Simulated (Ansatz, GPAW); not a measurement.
# STM contrast on a 6-layer slab of Ni(100)

Aim: Tersoff-Hamann images of a 6-layer slab of Ni(100) at several biases.

Calculated with GPAW 26.7.0 and Ansatz 0.2.0; GPAW, PAW setups; slab in vacuum, in the first sound run; inputs show where later runs differ.

**1. The structure**

The cell holds 6 atoms: 6 Ni. Cell: a = 2.489 Å, b = 2.489 Å, c = 22.800 Å, α = 90.0°, β = 90.0°, γ = 90.0°. Vacuum lies along c.

**2. Relaxation**

Forces are removed first; all later runs use this geometry. The lowest 3 atoms are held at bulk positions and keep their forces.

run.py

```python
import json
import numpy as np
from ase import Atoms
from ase.constraints import FixAtoms
from ase.optimize import BFGS
from gpaw import GPAW, PW

slab = Atoms(
    ['Ni', 'Ni', 'Ni', 'Ni', 'Ni', 'Ni'],
    positions=[
        [1.24451, 1.24451, 7.00000],
        [0.00000, 0.00000, 8.76000],
        [1.24451, 1.24451, 10.52000],
        [0.00000, 0.00000, 12.28000],
        [1.24451, 1.24451, 14.04000],
        [0.00000, 0.00000, 15.80000]],
    cell=[[2.48902, 0.0, 0.0], [0.0, 2.48902, 0.0], [0.0, 0.0, 22.8]],
    pbc=[True, True, False],
    magmoms=[0.7, 0.7, 0.7, 0.7, 0.7, 0.7])

slab.calc = GPAW(mode=PW(400), xc='PBE', kpts={'size': (13, 13, 1), 'gamma': True},
                 occupations={'name': 'fermi-dirac', 'width': 0.1}, nbands='160%',
                 convergence={'density': 0.0001}, maxiter=200,
                 poissonsolver={'dipolelayer': 'xy'},
                 symmetry={'tolerance': 1e-3, 'extra_ids': [1, 1, 1, 0, 0, 0]}, txt='slab.txt')
result = {}
slab.set_constraint(FixAtoms([0, 1, 2]))
path = []
opt = BFGS(slab, maxstep=0.2)
opt.attach(lambda: path.append((slab.get_potential_energy(), slab.positions.tolist(), slab.get_forces().tolist())))
result['relaxed'] = bool(opt.run(fmax=0.05, steps=30))
result['path'] = path
energy = slab.get_potential_energy()
fermi = slab.calc.get_fermi_level()
v = slab.calc.get_electrostatic_potential().mean((0, 1)) - fermi
n = slab.calc.get_pseudo_density().mean((0, 1))
L = slab.cell[2, 2]
z = np.arange(len(v)) * L / len(v)
low, high = slab.positions[:, 2].min(), slab.positions[:, 2].max()
below, above = np.interp([low - 4.8, high + 4.8], z, v)
slopes = [np.interp(x, z, np.gradient(v, z)) for x in (low - 4.8, high + 4.8)]
eps = np.array([[slab.calc.get_eigenvalues(k, s) for k in range(len(slab.calc.get_ibz_k_points()))]
                for s in range(slab.calc.get_number_of_spins())]) - fermi
top, bottom = eps[eps < 0].max(), eps[eps > 0].min()
dipole = slab.get_dipole_moment()[2]
print(f'energy {energy:.4f} eV, Fermi level {fermi:.4f} eV, dipole {dipole:.5f} e A')
print(f'potential 4.8 A off the faces, from the Fermi level: lower {below:.4f} eV, upper {above:.4f} eV')
print(f'slope of the potential there: lower {slopes[0]:.5f}, upper {slopes[1]:.5f} eV/A')
print(f'nearest levels on the mesh: {top:.4f} and {bottom:.4f} eV')
print('magnetic moment', round(slab.get_magnetic_moment(), 3))
result.update(energy=energy, fermi=fermi, dipole=dipole, below=below, above=above, slopes=slopes, edges=[top, bottom],
              z=z.tolist(), v=v.tolist(), n=n.tolist(), positions=slab.positions.tolist(),
              forces=slab.get_forces(apply_constraint=False).tolist(), moments=slab.get_magnetic_moments().tolist())
json.dump(result, open('result.json', 'w'))
```

Command:

```sh
> OMP_NUM_THREADS=1 OPENBLAS_NUM_THREADS=1 python run.py
```

Output:

```text
Step          Energy          fmax
BFGS:    0      -41.887485        0.377011
BFGS:    1      -41.890241        0.306000
BFGS:    2      -41.895774        0.097798
BFGS:    3      -41.895902        0.080394
BFGS:    4      -41.896197        0.025796
energy -41.7346 eV, Fermi level 1.3693 eV, dipole -0.00001 e A
potential 4.8 A off the faces, from the Fermi level: lower 4.9489 eV, upper 4.9468 eV
slope of the potential there: lower -0.00042, upper 0.00042 eV/A
nearest levels on the mesh: -0.0066 and 0.0021 eV
magnetic moment 4.052
```

Wall time 30 min (1 thread of Intel Xeon Platinum 8488C (Sapphire Rapids), shared host); peak memory 0.36 GiB.

The steps of the relaxation:

| step | energy less that of the first step (eV) | largest force (eV/Å) |
| --- | --- | --- |
| 1 | 0.0000 | 0.3770 |
| 2 | -0.0030 | 0.3060 |
| 3 | -0.0094 | 0.0978 |
| 4 | -0.0096 | 0.0804 |
| 5 | -0.0100 | 0.0258 |

The atoms that moved most (Å):

| atom | dx | dy | dz | length |
| --- | --- | --- | --- | --- |
| Ni5 | 0.000 | 0.000 | 0.028 | 0.028 |
| Ni6 | 0.000 | 0.000 | -0.021 | 0.021 |
| Ni4 | 0.000 | 0.000 | 0.007 | 0.007 |

Final coordinates:

```cif
data_structure
_symmetry_space_group_name_H-M 'P 1'
_symmetry_Int_Tables_number 1
_cell_length_a 2.4890
_cell_length_b 2.4890
_cell_length_c 22.8000
_cell_angle_alpha 90.000
_cell_angle_beta 90.000
_cell_angle_gamma 90.000
_cell_volume 141.25
loop_
_atom_site_label
_atom_site_type_symbol
_atom_site_fract_x
_atom_site_fract_y
_atom_site_fract_z
_atom_site_occupancy
Ni1 Ni 0.50000 0.50000 0.30702 1
Ni2 Ni 0.00000 0.00000 0.38421 1
Ni3 Ni 0.50000 0.50000 0.46140 1
Ni4 Ni 0.00000 0.00000 0.53892 1
Ni5 Ni 0.50000 0.50000 0.61703 1
Ni6 Ni 0.00000 0.00000 0.69205 1
```

Numbers from this step:

| Item | Value |
| --- | --- |
| dipole along the normal | -1.15e-5 e·Å |
| levels nearest the Fermi level on the mesh | -0.006578, 0.002139 eV from the Fermi level |
| upper work function | 4.947 eV |
| lower work function | 4.949 eV |
| site moments | 0.7743, 0.6933, 0.6776, 0.6757, 0.6945, 0.7713 μB |
| sum of the site moments | 4.287 μB |

The electrostatic potential energy of an electron (without an applied field's), less the Fermi level, planar mean oscillates, so the rows of the table below give means over windows of 1.74 Å about each position, cut where the curve ends. Its maxima inside the range that stand out by 2 % of the span (Å: eV): 7.9: -2.16, 9.6: -2.28, 11.4: -2.15, 13.2: -2.04, 14.9: -2.71. Its minima: 7.0: -15.7, 8.8: -15.9, 10.6: -15.8, 12.2: -15.8, 14.0: -15.9, 15.7: -15.6.

Electrostatic potential energy of an electron (without an applied field's), less the Fermi level, planar mean against z; means over each step:

| z (Å) | electrostatic potential energy of an electron (without an applied field's), less the Fermi level, planar mean (eV) |
| --- | --- |
| 0.87 | 4.95 |
| 2.61 | 4.95 |
| 4.35 | 4.85 |
| 6.09 | -1.84 |
| 7.83 | -8.36 |
| 9.57 | -8.48 |
| 11.31 | -8.39 |
| 13.05 | -8.26 |
| 14.79 | -8.92 |
| 16.53 | -3.65 |
| 18.27 | 4.81 |
| 20.01 | 4.95 |
| 21.75 | 4.95 |

The pseudo valence density, planar mean oscillates, so the rows of the table below give means over windows of 1 Å about each position, cut where the curve ends. Its maxima inside the range that stand out by 2 % of the span (Å: e/Å³): 7.0: 3.31, 8.7: 3.12, 10.6: 3.32, 12.2: 3.31, 14.1: 3.23, 15.8: 3.27. Its minima: 7.8: 0.381, 9.7: 0.379, 11.4: 0.365, 13.1: 0.373, 15.0: 0.410.

Pseudo valence density, planar mean against z; means over each step:

z (Å), pseudo valence density, planar mean (e/Å³) and a bar:
```
        3       0.00 
        4       0.00 
        5       0.01 
        6       0.22 ###
        7       2.13 ##############################
        8       0.81 ###########
        9       1.94 ###########################
       10       1.29 ##################
       11       1.39 ###################
       12       1.85 ##########################
       13       0.84 ############
       14       2.13 ##############################
       15       0.85 ############
       16       1.93 ###########################
       17       0.10 #
       18       0.01 
       19       0.00 
       20       0.00
```

Site moment by atom:

| atom | site moment (μB) |
| --- | --- |
| Ni1 | 0.774 |
| Ni2 | 0.693 |
| Ni3 | 0.678 |
| Ni4 | 0.676 |
| Ni5 | 0.694 |
| Ni6 | 0.771 |

The relaxation lowered the energy of the cell by 0.00999 eV (energies extrapolated to zero smearing; the optimiser's log prints free energies). The largest force left on a free atom is 0.026 eV/Å.

**3. Plane waves, PBE**

With the geometry fixed, the planar mean of the potential gives the vacuum level on each side.

run.py: that of step 2 with these lines changed.

```diff
@@ -3,4 +3,3 @@
 from ase import Atoms
-from ase.constraints import FixAtoms
-from ase.optimize import BFGS
+from ase.dft.stm import STM
 from gpaw import GPAW, PW
@@ -13,5 +12,5 @@
         [1.24451, 1.24451, 10.52000],
-        [0.00000, 0.00000, 12.28000],
-        [1.24451, 1.24451, 14.04000],
-        [0.00000, 0.00000, 15.80000]],
+        [0.00000, 0.00000, 12.28737],
+        [1.24451, 1.24451, 14.06838],
+        [0.00000, 0.00000, 15.77881]],
     cell=[[2.48902, 0.0, 0.0], [0.0, 2.48902, 0.0], [0.0, 0.0, 22.8]],
@@ -22,12 +21,6 @@
                  occupations={'name': 'fermi-dirac', 'width': 0.1}, nbands='160%',
-                 convergence={'density': 0.0001}, maxiter=200,
+                 convergence={'density': 1e-05}, maxiter=200,
                  poissonsolver={'dipolelayer': 'xy'},
-                 symmetry={'tolerance': 1e-3, 'extra_ids': [1, 1, 1, 0, 0, 0]}, txt='slab.txt')
+                 symmetry={'tolerance': 1e-3}, txt='slab.txt')
 result = {}
-slab.set_constraint(FixAtoms([0, 1, 2]))
-path = []
-opt = BFGS(slab, maxstep=0.2)
-opt.attach(lambda: path.append((slab.get_potential_energy(), slab.positions.tolist(), slab.get_forces().tolist())))
-result['relaxed'] = bool(opt.run(fmax=0.05, steps=30))
-result['path'] = path
 energy = slab.get_potential_energy()
@@ -53,2 +46,16 @@
               forces=slab.get_forces(apply_constraint=False).tolist(), moments=slab.get_magnetic_moments().tolist())
+
+# Images need the states of the whole zone, up to time reversal
+slab.calc = slab.calc.fixed_density(symmetry={'point_group': False}, txt='states.txt',
+                                    convergence={'bands': 'CBM+2.3'})
+stm = STM(slab)
+result['stm'] = []
+for bias in [-1.5, 2.0]:
+    height = high + 3.5
+    current = stm.get_averaged_current(bias, height)
+    x, y, h = stm.scan(bias, current)
+    i, f = divmod(height / L * stm.ldos.shape[2], 1)
+    I = abs((1 - f) * stm.ldos[:, :, int(i)] + f * stm.ldos[:, :, int(i) + 1])
+    print(f'bias {bias} V: mean current at 3.5 A {current:.4e}, corrugation {np.ptp(h):.4f} A')
+    result['stm'].append(dict(bias=bias, current=current, h=(h - high).tolist(), I=I.tolist()))
 json.dump(result, open('result.json', 'w'))
```

Output:

```text
energy -41.7346 eV, Fermi level 1.3692 eV, dipole 0.00013 e A
potential 4.8 A off the faces, from the Fermi level: lower 4.9494 eV, upper 4.9467 eV
slope of the potential there: lower -0.00045, upper 0.00044 eV/A
nearest levels on the mesh: -0.0066 and 0.0021 eV
magnetic moment 4.052
bias -1.5 V: mean current at 3.5 A 1.6360e-04, corrugation 0.0300 A
bias 2.0 V: mean current at 3.5 A 3.7357e-04, corrugation 0.0377 A
```

Run time: 18 min. Hardware: 1 thread; peak memory 1 GiB.

This step gave:

* dipole along the normal: 1.28e-4 e·Å
* levels nearest the Fermi level on the mesh: -0.006593, 0.002116 eV from the Fermi level
* site moments: 0.7745, 0.6934, 0.6781, 0.6757, 0.6940, 0.7711 μB
* corrugation -1.5: 0.03004 Å
* corrugation 2: 0.03769 Å

The electrostatic potential energy of an electron (without an applied field's), less the Fermi level, planar mean oscillates, so the rows of the table below give means over windows of 1.74 Å about each position, cut where the curve ends. Its maxima inside the range that stand out by 2 % of the span (Å: eV): 7.9: -2.16, 9.6: -2.28, 11.4: -2.15, 13.2: -2.04, 14.9: -2.71. Its minima: 7.0: -15.7, 8.8: -15.9, 10.6: -15.8, 12.2: -15.8, 14.0: -15.9, 15.7: -15.6.

Table of electrostatic potential energy of an electron (without an applied field's), less the Fermi level, planar mean by z; means over each step:

| z (Å) | electrostatic potential energy of an electron (without an applied field's), less the Fermi level, planar mean (eV) |
| --- | --- |
| 0.87 | 4.95 |
| 2.61 | 4.95 |
| 4.35 | 4.85 |
| 6.09 | -1.84 |
| 7.83 | -8.36 |
| 9.57 | -8.48 |
| 11.31 | -8.39 |
| 13.05 | -8.26 |
| 14.79 | -8.92 |
| 16.53 | -3.65 |
| 18.27 | 4.80 |
| 20.01 | 4.95 |
| 21.75 | 4.95 |

The pseudo valence density, planar mean oscillates, so the rows of the table below give means over windows of 1 Å about each position, cut where the curve ends. Its maxima inside the range that stand out by 2 % of the span (Å: e/Å³): 7.0: 3.31, 8.7: 3.12, 10.6: 3.32, 12.2: 3.31, 14.1: 3.23, 15.8: 3.27. Its minima: 7.8: 0.381, 9.7: 0.379, 11.4: 0.365, 13.1: 0.373, 15.0: 0.410.

The pseudo valence density, planar mean by z; means over each step:

z (Å), pseudo valence density, planar mean (e/Å³) and a bar:
```
        3       0.00 
        4       0.00 
        5       0.01 
        6       0.22 ###
        7       2.13 ##############################
        8       0.81 ###########
        9       1.94 ###########################
       10       1.29 ##################
       11       1.39 ###################
       12       1.85 ##########################
       13       0.84 ############
       14       2.13 ##############################
       15       0.85 ############
       16       1.93 ###########################
       17       0.10 #
       18       0.01 
       19       0.00 
       20       0.00
```

Tip height over the top atom over a1 and a2. Sample bias -1.5 V, constant current at the mean current 3.5 Å over the top atom.

Ten even steps from '_' (3.486 Å) to '@' (3.516 Å):
```
@@@@@@%%==::::::==%%@@@@
@@@@@@##==......==##@@@@
%%%%##++::______::++##%%
++====::..______..::====
::::..______________..::
::::..______________..::
::::..______________..::
++====::..______..::====
%%%%##++::______::++##%%
@@@@@@##==......==##@@@@
@@@@@@%%==::::::==%%@@@@
@@@@@@%%++::::::++%%@@@@
```
Columns: a1 from 0 to 0.917; rows upwards: a2 from 0 to 0.917.

Local density of states summed over the bias window over a1 and a2. Sample bias -1.5 V, constant height 3.5 Å over the top atom.

Values in units of 1e-4 arbitrary, 12 rows by 12 columns:
```
1.7 1.7 1.7 1.7 1.6 1.6 1.6 1.6 1.6 1.7 1.7 1.7
1.7 1.7 1.7 1.7 1.6 1.6 1.6 1.6 1.6 1.7 1.7 1.7
1.7 1.7 1.7 1.6 1.6 1.6 1.6 1.6 1.6 1.6 1.7 1.7
1.6 1.6 1.6 1.6 1.6 1.6 1.6 1.6 1.6 1.6 1.6 1.6
1.6 1.6 1.6 1.6 1.6 1.6 1.6 1.6 1.6 1.6 1.6 1.6
1.6 1.6 1.6 1.6 1.6 1.6 1.6 1.6 1.6 1.6 1.6 1.6
1.6 1.6 1.6 1.6 1.6 1.6 1.6 1.6 1.6 1.6 1.6 1.6
1.6 1.6 1.6 1.6 1.6 1.6 1.6 1.6 1.6 1.6 1.6 1.6
1.7 1.7 1.7 1.6 1.6 1.6 1.6 1.6 1.6 1.6 1.7 1.7
1.7 1.7 1.7 1.7 1.6 1.6 1.6 1.6 1.6 1.7 1.7 1.7
1.7 1.7 1.7 1.7 1.6 1.6 1.6 1.6 1.6 1.7 1.7 1.7
1.7 1.7 1.7 1.7 1.6 1.6 1.6 1.6 1.6 1.7 1.7 1.7
```
Columns: a1 from 0 to 0.917; rows upwards: a2 from 0 to 0.917.

Tip height over the top atom over a1 and a2. Sample bias 2 V, constant current at the mean current 3.5 Å over the top atom.

Ten even steps from '_' (3.480 Å) to '@' (3.517 Å):
```
@@%%####**++==++**####%%
%%####**++======++**####
####**++====--====++**##
****++==--::::::--==++**
++++====::..__..::====++
======--::______::--====
++++====::..__..::====++
****++==--::::::--==++**
####**++====--====++**##
%%####**++======++**####
@@%%####**++==++**####%%
@@@@%%##**++==++**##%%@@
```
Columns: a1 from 0 to 0.917; rows upwards: a2 from 0 to 0.917.

Local density of states summed over the bias window over a1 and a2. Sample bias 2 V, constant height 3.5 Å over the top atom.

Ten even steps from '_' (3.60 × 1e-4 arbitrary) to '@' (3.86 × 1e-4 arbitrary):
```
@@%%##**++======++**##%%
%%####**++======++**####
##****++==------==++****
++++++==--::::::--==++++
======--::..__..::--====
======--::______::--====
======--::..__..::--====
++++++==--::::::--==++++
##****++==------==++****
%%####**++======++**####
@@%%##**++======++**##%%
@@@@%%##++======++##%%@@
```
Columns: a1 from 0 to 0.917; rows upwards: a2 from 0 to 0.917.

Force by atom:

| atom | x (eV/Å) | y (eV/Å) | z (eV/Å) | size |
| --- | --- | --- | --- | --- |
| Ni1 | 0.000 | 0.000 | 0.265 | 0.265 |
| Ni2 | 0.000 | 0.000 | -0.373 | 0.373 |
| Ni3 | 0.000 | 0.000 | 0.070 | 0.070 |
| Ni4 | 0.000 | 0.000 | 0.020 | 0.020 |
| Ni5 | 0.000 | 0.000 | 0.024 | 0.024 |
| Ni6 | 0.000 | 0.000 | -0.005 | 0.005 |

The potential is flat to 4.5e-4 eV/Å where it is read, so the vacuum is wide enough.

[end of part 1 of 3]

[Logs are printed without paths, hosts, clocks, repeated set-up lines and the standing remarks that a program may print on its own settings, such as how far it seeks lower states.]

[Hosts, paths, dates, database ids (printed as entryN), source tags and the programs' standing remarks are cut or masked in the printed files.]
